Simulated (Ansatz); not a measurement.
Rows from a G0W0 calculation on Ca on the Sr site in SrCl2 (24-atom cell) (Ansatz 0.2.0; G0W0 on LDA, plane waves, PAW; PAW set soft_1; 2×2×2 mesh, 808 empty bands, screening to 90 eV, PAW set soft_1 files), in eV. Spin-orbit coupling is left out.

```
row  k  band  start       Σx  Σc at the solution      Vxc
  A  Γ    v1  2.783  -21.317               2.819  -17.335
  B  Γ    c2  7.807   -4.799              -3.481   -9.592
  C  Γ    v3  2.769  -21.284               2.789  -17.340
  D  Γ    c1  7.546   -5.223              -3.426   -9.785
  E  Γ    v4  2.413  -20.976               2.871  -16.894
  F  Γ    c3  7.877   -5.179              -3.692  -10.457
```

**Question.** Give the quasiparticle energies and the shift of each level.

The quasiparticle equation reads E = start + Σx + Σc(E) − Vxc.

```
row  E (eV)  shift (eV)
  A   1.620      −1.163
  B   9.120      +1.313
  C   1.616      −1.154
  D   8.682      +1.136
  E   1.202      −1.210
  F   9.463      +1.586
```

Limits: not at the basis limit; no spin-orbit coupling.

[Paths, hosts, dates, memory and timing lines, banners, echoed tables and standing remarks are left out of the program output.]

[Logs are printed without paths, hosts, clocks, repeated set-up lines and the standing remarks that a program may print on its own settings, such as how far it seeks lower states.]

[Runs of the session that timed out or met a known fault of the program may be left out.]

[Cells called generated may have been cut or substituted from an entry of the Crystallography Open Database or the Materials Project.]

[Hosts, paths, dates, database ids (printed as entryN), source tags and the programs' standing remarks are cut or masked in the printed files.]
